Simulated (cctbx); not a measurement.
## What is wrong with this refinement?

Cell a = 6.7700 Å, b = 6.9400 Å, c = 11.5427 Å, α = 90.00°, β = 125.40°, γ = 90.00°; space group Pc (no. 7).

The data are simulated with cctbx, not measured: Ga Kα, λ = 1.3414 Å, to d = 0.83 Å, 70 % of the full sphere, strongest reflection 70000 counts, noise from counting, a 3 % proportional error and a noise floor of 2 counts (s.d.); no absorption.

An anisotropic refinement with weights 1/σ² prints:

```text
Rint 0.019, 1439 unique reflections to 0.83 A
cycle     R1     wR2    GooF  max shift (A)
   1  0.1322  0.3848  10.391   0.08582
   9  0.1068  0.3196   8.630   0.00012
final R1 0.1068 wR2 0.3196 GooF 8.629  parameters 81  data/parameter 17.8
atom        x        y        z      Ueq    occ   su(xyz)  su(Uiso or U11)
La1    0.74269  0.70030  0.75330   0.0111  1.000  0.00033  0.0013
Ru1    0.50450  0.24923  0.50605   0.0102  1.000  0.00104  0.0013
Sr1    0.26153  0.20484  0.75247   0.0015  1.000  0.00049  0.0017  NPD
Ni1    0.99734  0.24207  0.99796   0.0076  1.000  0.00172  0.0025  NPD
S1     0.80386  0.72604  0.23637   0.0075  1.000  0.00169  0.0040  NPD
S2     0.25574  0.53872  0.04053   0.0098  1.000  0.00163  0.0033
S3     0.66647  0.52360  0.46064   0.0007  1.000  0.00145  0.0031  NPD
S4     0.18132  0.24190  0.25724   0.0183  1.000  0.00209  0.0069  NPD
S5     0.74193  0.04143  0.46465   0.0138  1.000  0.00169  0.0041  NPD
difference map: max 14.48 min -2.71 rms 0.91
Q1    0.3415  0.0419  0.0433    2   15.67  2.46 A from Ru1
Q2    0.6624  0.4679  0.9600    2   10.11  0.06 A from S3
Q3    0.7420  0.3136  0.2546    2    9.48  0.10 A from La1
Q4    0.5147  0.2445  0.5174    2    6.19  0.11 A from Ru1
Q5    0.1368  0.0565  0.4626    2    5.02  2.41 A from Ni1
Q6    0.2841  0.4600  0.5459    2    4.08  0.16 A from S2
```

**Question.** Can this result stand? If not, what is the likely fault?

Mend it. The fault: an atom left out, S at (0.3405, 0.0424, 0.0425). Against the right model at the same level, R1 goes from 0.0138 to 0.1068 and GooF from 0.95 to 8.63, U of S3 shrinks from 0.0169 to 0.0007 Å², U of Sr1 shrinks from 0.0101 to 0.0015 Å², the top difference peak, 15.7 e/Å³, lies 2.46 Å from Ru1 and Sr1, Ni1, S1, S3, S4 and S5 go non-positive-definite. Q1 is the missing atom. With scattering power missing, scale and phases suffer, so peaks may also grow on the heavy atoms.

The compound is SrLaNiRuS6. The right model at the same level gives:

```text
Rint 0.019, 1439 unique reflections to 0.83 A
cycle     R1     wR2    GooF  max shift (A)
   1  0.0178  0.0499   1.351   0.00373
   2  0.0138  0.0351   0.951   0.00011
final R1 0.0138 wR2 0.0351 GooF 0.951  parameters 90  data/parameter 16.0
atom        x        y        z      Ueq    occ   su(xyz)  su(Uiso or U11)
La1    0.74272  0.69850  0.75352   0.0107  1.000  0.00004  0.0001
Ru1    0.50664  0.24413  0.50670   0.0135  1.000  0.00015  0.0002
Sr1    0.25879  0.20779  0.75223   0.0101  1.000  0.00008  0.0002
Ni1    0.99210  0.25055  0.99680   0.0116  1.000  0.00026  0.0003
S1     0.80391  0.72850  0.23691   0.0165  1.000  0.00022  0.0005
S2     0.26072  0.53657  0.03891   0.0096  1.000  0.00020  0.0004
S3     0.66950  0.51173  0.45928   0.0169  1.000  0.00022  0.0005
S4     0.18418  0.24150  0.25865   0.0128  1.000  0.00022  0.0005
S5     0.74551  0.04108  0.46273   0.0180  1.000  0.00022  0.0005
S6     0.34072  0.04247  0.04240   0.0169  1.000  0.00023  0.0005
Flack x: 0.0014(19)
Hooft y: -0.001(3)  Bijvoet pairs: 633
difference map: max 0.38 min -0.47 rms 0.09
Q1    0.1699  0.2294  0.4561    2    0.39  1.80 A from S2
Q2    0.6913  0.2718  0.9865    2    0.36  1.52 A from S3
Q3    0.3123  0.2385  0.0203    2    0.36  1.38 A from S6
Q4    0.9719  0.2810  0.7294    2    0.36  1.19 A from S1
Q5    0.0335  0.3907  0.3956    2    0.35  1.55 A from S2
Q6    0.3418  0.2820  0.8599    2    0.35  1.15 A from Sr1
```

Isotropic U is held between 0.0001 and 1 Å² by the program, and listed peak heights are interpolated, so they can pass the grid's maximum.

The model is made up (kin elements in a known structure type, no relaxation), so it says nothing on whether the phase exists.

[Middle refinement cycles are left out of these outputs.]

[Logs are printed without paths, hosts, clocks, repeated set-up lines and the standing remarks that a program may print on its own settings, such as how far it seeks lower states.]
